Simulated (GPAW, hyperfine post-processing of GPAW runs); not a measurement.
# MgAl2Co2O6: working out a paramagnetic 27Al shift

A spin-polarised calculation (DFT, revPBE+U, plane-wave PAW, GPAW setups, collinear spin, scalar-relativistic; GPAW) with all Co moments parallel (S = 1.5 each) puts a spin density ρ↑ − ρ↓ of 0.08266 e/Å³, counted along the moments, at one Al nucleus (7 Co through links of 75° (3), 86° (3), 96° (3) and 138° (3)). Take g = 2, spin-only moments and Θ = 0 K (a pure Curie law); γ/2π of 27Al is 11.1031 MHz/T.

**Task.** Find the contact field, the hyperfine constant and the contact shift at 298 K and 400 K, supposing that the crystal is a paramagnet with these local moments at both.

1. A spin density ρ_s carries a moment density μB ρ_s, and the contact field is B_c = (2μ₀/3) μB ρ_s. For 1 e/Å³ that is 7.769 T, so B_c = 0.6422 T.

2. With H = A S·I summed over the ions, A = γB_c/(2πS) = 11.1031 × 0.6422 / 1.5 = 4.75 MHz.

3. In a field B0 the paramagnet reaches only a fraction of saturation, M/M_sat = g μB (S + 1) B0 / [3 k_B (T − Θ)]. At 298 K this is 3.7568e-03 per tesla, or 2.65 % at 7.05 T.

4. The shift is that fraction of B_c over B0, so B0 drops out: δ = 0.6422 × 3.7568e-03 × 10⁶ = 2410 ppm at 298 K.

5. At 400 K it scales by (298 − Θ)/(400 − Θ) = 0.745, to 1800 ppm.

6. The sign says that the spin at the nucleus is parallel to the Co moments, as where half-filled orbitals delocalise onto the site. Over this level and the 4 others of the session's ladder with the same moment and an open gap (any hybrids aside), the field runs from 0.616 to 0.684 T. Orbital and pseudocontact parts are not included.

[Hosts, paths, dates, database ids (printed as entryN), source tags and the programs' standing remarks are cut or masked in the printed files.]
